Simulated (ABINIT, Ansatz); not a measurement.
# A GW chain in ABINIT: PbO (P4/nmm), part 3 of 3

Aim: the G0W0 gap of PbO (P4/nmm) on PBE, step by step.

ABINIT 10.8.3; PBE and many-body steps on it, plane waves. Known limits of the many-body steps: not at the basis limit; no spin-orbit coupling; coarse k mesh.

So far. Step 3 (Bands along the symmetry lines): The gap is 1.125 eV, −0.001 eV from the run before at this level. Step 4 (Empty states on the mesh, 4×4×4 mesh, 431 bands): On this mesh the gap is 1.126 eV.

The database entry behind the starting cell differs from later determinations by our own check (c about 1 % long), so it need not match the best structure at ambient conditions.

## Step 5: Screening, 4×4×4 mesh, 393 bands, screening to 217.7 eV

The RPA dielectric matrix is built and inverted for each q.

This step: RPA screening on PBE, plane waves, norm-conserving pseudopotentials.

run.abi

```
acell 3*1.0 Angstrom
rprim 
  3.960000000000 0.000000000000 0.000000000000
  0.000000000000 3.960000000000 0.000000000000
  0.000000000000 0.000000000000 5.070000000000
ntypat 2
znucl 82 8
natom 4
typat 1 1 2 2
xred 
  0.000000000000 0.500000000000 0.238990104020
  0.500000000000 0.000000000000 0.761009895980
  0.000000000000 0.000000000000 0.000000000000
  0.500000000000 0.500000000000 0.000000000000
pp_dirpath "pseudos"
pseudos "Pb.upf, O.upf"
ecut 42
ngkpt 4 4 4
nshiftk 1
shiftk 0 0 0
kptopt 1
chksymbreak 0
istwfk *1
occopt 1
irdwfk 1
optdriver 3
nband 393
ecuteps 8
inclvkb 2
awtr 1
symchi 1
indata_prefix "in"
outdata_prefix "out"
tmpdata_prefix "tmp"
```

Run with:

```bash
OMP_NUM_THREADS=1 mpirun -n 16 abinit run.abi > log
```

Numbers of over 12 decimals in the logs are rounded to 6 here.

Output:

```text
.Version 10.8.3 of ABINIT. v10.8.2 released Aug 2026.

 Symmetries : space group P4/n m m (#129); Bravais tP (primitive tetrag.)
[... echo of the input left out ...]
== DATASET  1 ==================================================================
-   mpi_nproc: 16, omp_nthreads: 1 (-1 if OMP is not activated)

--- !DatasetInfo
iteration_state: {dtset: 1, }
dimensions: {natom: 4, nkpt: 18, mband: 393, nsppol: 1, nspinor: 1, nspden: 1, mpw: 7032, }
cutoff_energies: {ecut:  42.0, pawecutdg:  -1.0, }
electrons: {nelect:   5.60000000E+01, charge:   0.00000000E+00, occopt:   1.00000000E+00, tsmear:   1.00000000E-02, }

 SCREENING: Calculation of the susceptibility and dielectric matrices

 Based on a program developped by R.W. Godby, V. Olevano, G. Onida, and L. Reining.
 Incorporated in ABINIT by V. Olevano, G.-M. Rignanese, and M. Torrent.
.Using double precision arithmetic ; gwpc =  8

[... cell and pseudopotentials left out ...]
--------------------------------------------------------------------------------

 ==== K-mesh for the wavefunctions ====
 Number of points in the irreducible wedge :    18
[... list of points left out ...]
 Together with 16 symmetry operations and time-reversal symmetry
 yields    64 points in the full Brillouin Zone.

 ==== Q-mesh for the screening function ====
 Number of points in the irreducible wedge :    18
[... list of points left out ...]
 Together with 16 symmetry operations and time-reversal symmetry
 yields    64 points in the full Brillouin Zone.

 setmesh: FFT mesh size selected  =    32x   32x   45
          total number of points  =        46080

 vcoul_init : cutoff-mode = AUXILIARY_FUNCTION
 q-points for optical limit:   1
     1)      0.000010    0.000020    0.000030

- screening: taking advantage of time-reversal symmetry
- Maximum band index for partially occupied states nbvw = 28
- Remaining bands to be divided among processors   nbcw = 365
- Number of bands treated by each node ~22

 Number of electrons calculated from density =   56.0000; Expected =   56.0000
 average of density, n =  0.104374
 r_s =    1.3176
 omega_plasma =   31.1639 [eV]

 calculating chi0 at frequencies [eV] :
  1    0.000000E+00    0.000000E+00
  2    0.000000E+00    3.116392E+01

--------------------------------------------------------------------------------
  q-point number  1        q = ( 0.000000, 0.000000, 0.000000) [r.l.u.]
--------------------------------------------------------------------------------
[... chi0 elements left out ...]
 For q-point:  0.000010 0.000020 0.000030
  dielectric constant =   6.2453
  dielectric constant without local fields =   7.1629

  Average fulfillment of the sum rule on Im[epsilon] for q-point    1 :     88.90  [%]
[... wings left out ...]
  q-point number  2        q = ( 0.250000, 0.000000, 0.000000) [r.l.u.]
--------------------------------------------------------------------------------
[... chi0 elements left out ...]
  Average fulfillment of the sum rule on Im[epsilon] for q-point    2 :     94.58  [%]

 [... 16 further q-points ...]
```

Wall time 11 min (16 MPI ranks of Arm Neoverse V2, shared host); peak memory 14 GiB.

This step gave:

| Property | Result |
| --- | --- |
| ε∞ with local fields, on this mesh, along the program's q direction | 6.245 |
| the same without local fields | 7.163 |
| plasma frequency | 31.16 eV |
| plane waves in the screening matrix | 577 |

Local fields lower ε∞ by 13 %. On a Γ-centred mesh this coarse the value itself is usually too large, while a short band sum pulls it down.

## Step 6: Self-energy, 4×4×4 mesh, 393 bands, screening to 217.7 eV

The self-energy is evaluated for the states that the input lists, and the levels follow from it, in one-shot runs by the linearised quasiparticle equation.

This step: G0W0 on PBE, plane waves, norm-conserving pseudopotentials.

Changes to run.abi since step 5:

```diff
@@ -25,8 +25,17 @@
 irdwfk 1
-optdriver 3
+optdriver 4
 nband 393
+gwcalctyp 0
+ecutsigx 42
+symsigma 1
+nkptgw 2
+kptgw 
+  0.0000000000 0.0000000000 0.0000000000
+  0.5000000000 0.5000000000 0.0000000000
+bdgw 
+  26 30
+  27 30
 ecuteps 8
-inclvkb 2
-awtr 1
-symchi 1
+irdscr 1
+ppmodel 1
 indata_prefix "in"
```

Output:

```text
.Version 10.8.3 of ABINIT. v10.8.2 released Aug 2026.

 Symmetries : space group P4/n m m (#129); Bravais tP (primitive tetrag.)
[... echo of the input left out ...]
== DATASET  1 ==================================================================
-   mpi_nproc: 16, omp_nthreads: 1 (-1 if OMP is not activated)

--- !DatasetInfo
iteration_state: {dtset: 1, }
dimensions: {natom: 4, nkpt: 18, mband: 393, nsppol: 1, nspinor: 1, nspden: 1, mpw: 7032, }
cutoff_energies: {ecut:  42.0, pawecutdg:  -1.0, }
electrons: {nelect:   5.60000000E+01, charge:   0.00000000E+00, occopt:   1.00000000E+00, tsmear:   1.00000000E-02, }

 SIGMA: Calculation of the GW corrections

 Based on a program developped by R.W. Godby, V. Olevano, G. Onida, and L. Reining.
 Incorporated in ABINIT by V. Olevano, G.-M. Rignanese, and M. Torrent.
.Using double precision arithmetic ; gwpc =  8

[... cell and pseudopotentials left out ...]
--------------------------------------------------------------------------------

 ==== K-mesh for the wavefunctions ====
 Number of points in the irreducible wedge :    18
[... list of points left out ...]
 Together with 16 symmetry operations and time-reversal symmetry
 yields    64 points in the full Brillouin Zone.

 ==== Q-mesh for screening function ====
 Number of points in the irreducible wedge :    18
[... list of points left out ...]
 Together with 16 symmetry operations and time-reversal symmetry
 yields    64 points in the full Brillouin Zone.

 vcoul_init : cutoff-mode = AUXILIARY_FUNCTION
 q-points for optical limit:   1
     1)      0.000010    0.000020    0.000030
 setmesh: FFT mesh size selected  =    48x   48x   60
          total number of points  =       138240

 Number of electrons calculated from density =   56.0000; Expected =   56.0000
 average of density, n =  0.104374
 r_s =    1.3176
 omega_plasma =   31.1639 [eV]

 === KS Band Gaps ===
  >>>> For spin  1
   Minimum direct gap =   2.1149 [eV], located at k-point      :   0.5000  0.5000  0.0000
   Fundamental gap    =   1.1262 [eV], Top of valence bands at :   0.0000  0.0000  0.0000
                                       Bottom of conduction at :   0.5000  0.5000  0.0000
 SIGMA fundamental parameters:
 PLASMON POLE MODEL  1
 number of plane-waves for SigmaX                 6975
 number of plane-waves for SigmaC and W            577
 number of plane-waves for wavefunctions          6975
 number of bands                                   393
 number of independent spin polarizations            1
 number of spinorial components                      1
 number of k-points in IBZ                          18
 number of q-points in IBZ                          18
 number of symmetry operations                      16
 number of k-points in BZ                           64
 number of q-points in BZ                           64
 number of frequencies for dSigma/dE                 9
 frequency step for dSigma/dE [eV]                0.25
 number of omega for Sigma on real axis              0
 max omega for Sigma on real axis  [eV]           0.00
 zcut for avoiding poles [eV]                     0.10

 EPSILON^-1 parameters (SCR file):
 dimension of the eps^-1 matrix on file            577
 dimension of the eps^-1 matrix used               577
 number of plane-waves for wavefunctions          6975
 number of bands                                   393
 number of q-points in IBZ                          18
 number of frequencies                               2
 number of real frequencies                          1
 number of imag frequencies                          1

 matrix elements of self-energy operator (all in [eV])

 Perturbative Calculation

--- !SelfEnergy_ee
iteration_state: {dtset: 1, }
kpoint     : [   0.000,    0.000,    0.000, ]
spin       : 1
KS_gap     :    2.411
QP_gap     :    2.951
Delta_QP_KS:    0.540
data: !SigmaeeData |
     Band     E0 <VxcDFT>   SigX SigC(E0)      Z dSigC/dE  Sig(E)    E-E0       E
       26   5.510 -19.674 -24.613   4.495   0.757  -0.322 -20.010  -0.336   5.174
       27   5.510 -19.674 -24.613   4.495   0.757  -0.322 -20.010  -0.336   5.174
       28   7.102 -18.066 -20.585   2.097   0.789  -0.268 -18.399  -0.333   6.769
       29   9.513 -12.427  -8.529  -3.650   0.832  -0.202 -12.220   0.207   9.720
       30  12.630 -11.343  -6.812  -4.251   0.833  -0.201 -11.110   0.232  12.862

--- !SelfEnergy_ee
iteration_state: {dtset: 1, }
kpoint     : [   0.500,    0.500,    0.000, ]
spin       : 1
KS_gap     :    2.115
QP_gap     :    2.281
Delta_QP_KS:    0.166
data: !SigmaeeData |
     Band     E0 <VxcDFT>   SigX SigC(E0)      Z dSigC/dE  Sig(E)    E-E0       E
       27   6.114 -20.440 -25.210   4.469   0.757  -0.321 -20.668  -0.228   5.886
       28   6.114 -20.440 -25.210   4.469   0.757  -0.321 -20.668  -0.228   5.886
       29   8.228 -10.090  -6.810  -3.353   0.837  -0.194 -10.151  -0.061   8.167
       30   8.228 -10.090  -6.810  -3.353   0.837  -0.194 -10.151  -0.061   8.167

== END DATASET(S) ==============================================================
================================================================================

 -outvars: echo values of variables after computation  --------
           etotal      0.0000000000E+00
            nband         393
             nkpt          18
          spgroup         129
 [... the other variables as echoed above ...]

 Calculation completed.
```

Wall time 58 s (16 MPI ranks); peak memory 13 GiB; 15 min of CPU time.

Numbers from this step:

```yaml
g0w0_gap_on_the_points_computed: 1.398 eV
starting_gap_on_the_mesh: 1.126 eV
k_of_the_valence_top: 0, 0, 0
k_of_the_conduction_bottom: 0.5, 0.5, 0
z_at_the_valence_top: 0.789
z_at_the_conduction_bottom: 0.837
least_direct_g0w0_gap_on_the_computed_points: 2.281 eV
```

The gap on the mesh goes from 1.13 eV to 1.40 eV, a correction of +0.27 eV.

Limits: finite bands, cutoff and mesh; no spin-orbit coupling; coarse k mesh. v1 is the top filled band, c1 the lowest empty one. Levels before and after the correction, in eV, zero at the valence-band top of each column:

```tsv
	conduction bottom	valence top
Kohn-Sham	1.13	0.00
G0W0	1.40	0.00
```

```tsv
	level	energy (eV)
Kohn-Sham	Γ v3-v2	-1.592
Kohn-Sham	Γ v1	0.000
Kohn-Sham	Γ c1	2.411
Kohn-Sham	Γ c2	5.527
Kohn-Sham	(0.5 0.5 0) v2-v1	-0.989
Kohn-Sham	(0.5 0.5 0) c1-c2	1.126
G0W0	Γ v3-v2	-1.595
G0W0	Γ v1	0.000
G0W0	Γ c1	2.951
G0W0	Γ c2	6.093
G0W0	(0.5 0.5 0) v2-v1	-0.883
G0W0	(0.5 0.5 0) c1-c2	1.398
```

## Step 7: Where the time went

Times are wall times on 16 MPI ranks of Arm Neoverse V2, shared host, good to a factor of about two.

```tsv
step	time	share	memory (GiB)
ground state	26 s	2 %	1.4
bands along the symmetry lines	24 s	2 %	1.4
empty states on the mesh	6 min	31 %	2.0
screening	11 min	60 %	14
self-energy	58 s	5 %	13
```

## Step 8: Outcome

| Property | Result |
| --- | --- |
| PBE gap | 1.13 eV, indirect |
| G0W0 gap on the mesh | 1.40 eV |
| GW settings | 4×4×4 mesh, 393 bands, screening to 217.7 eV, Godby-Needs plasmon pole |
| known limits | not at the basis limit; no spin-orbit coupling; coarse k mesh |

In words: G0W0 moves the gap on the mesh from 1.13 eV to 1.40 eV (+0.27 eV), with Z of 0.79 and 0.84 at the edges. Local fields lower the RPA ε∞ on this mesh from 7.16 to 6.25; a Γ-centred mesh this coarse tends to raise both, most where the direct gap is narrow, while a short band sum lowers them. Only 2 of the mesh's irreducible points were corrected, so a valley elsewhere could overtake. The dearest step here is «screening». Bands and cutoff are finite, so the gap is not at the basis limit. The miss can reach some tenths of an eV and take either sign; the mesh is an error of its own. In the G0W0 run levels were corrected at 2 k points alone, so a gap called «on the mesh» is the least over those, and an edge elsewhere would be missed. The 4×4×4 mesh is coarse for this cell, which bears on the long-range parts of exchange and screening. Where an edge is built on 6p states of lead, bismuth or thallium, scalar-relativistic gaps usually stand too wide, by a few tenths to over one eV. The many-body steps are scalar-relativistic: spin-orbit coupling is not in them.

[Paths, hosts, dates, memory and timing lines, banners, echoed tables and standing remarks are left out of the program output.]

[Logs are printed without paths, hosts, clocks, repeated set-up lines and the standing remarks that a program may print on its own settings, such as how far it seeks lower states.]

[Runs of the session that timed out or met a known fault of the program may be left out.]

[Hosts, paths, dates, database ids (printed as entryN), source tags and the programs' standing remarks are cut or masked in the printed files.]

[G0W0 gaps are taken among the corrected bands and points alone; a level outside them can change the order at an edge.]

[Where Ansatz stands beside ABINIT at settings called matched, ABINIT's density can come from a denser mesh and the files from another edition; pairs whose starting gaps differed by over 0.03 eV were left out, so agreement reads better than it is.]
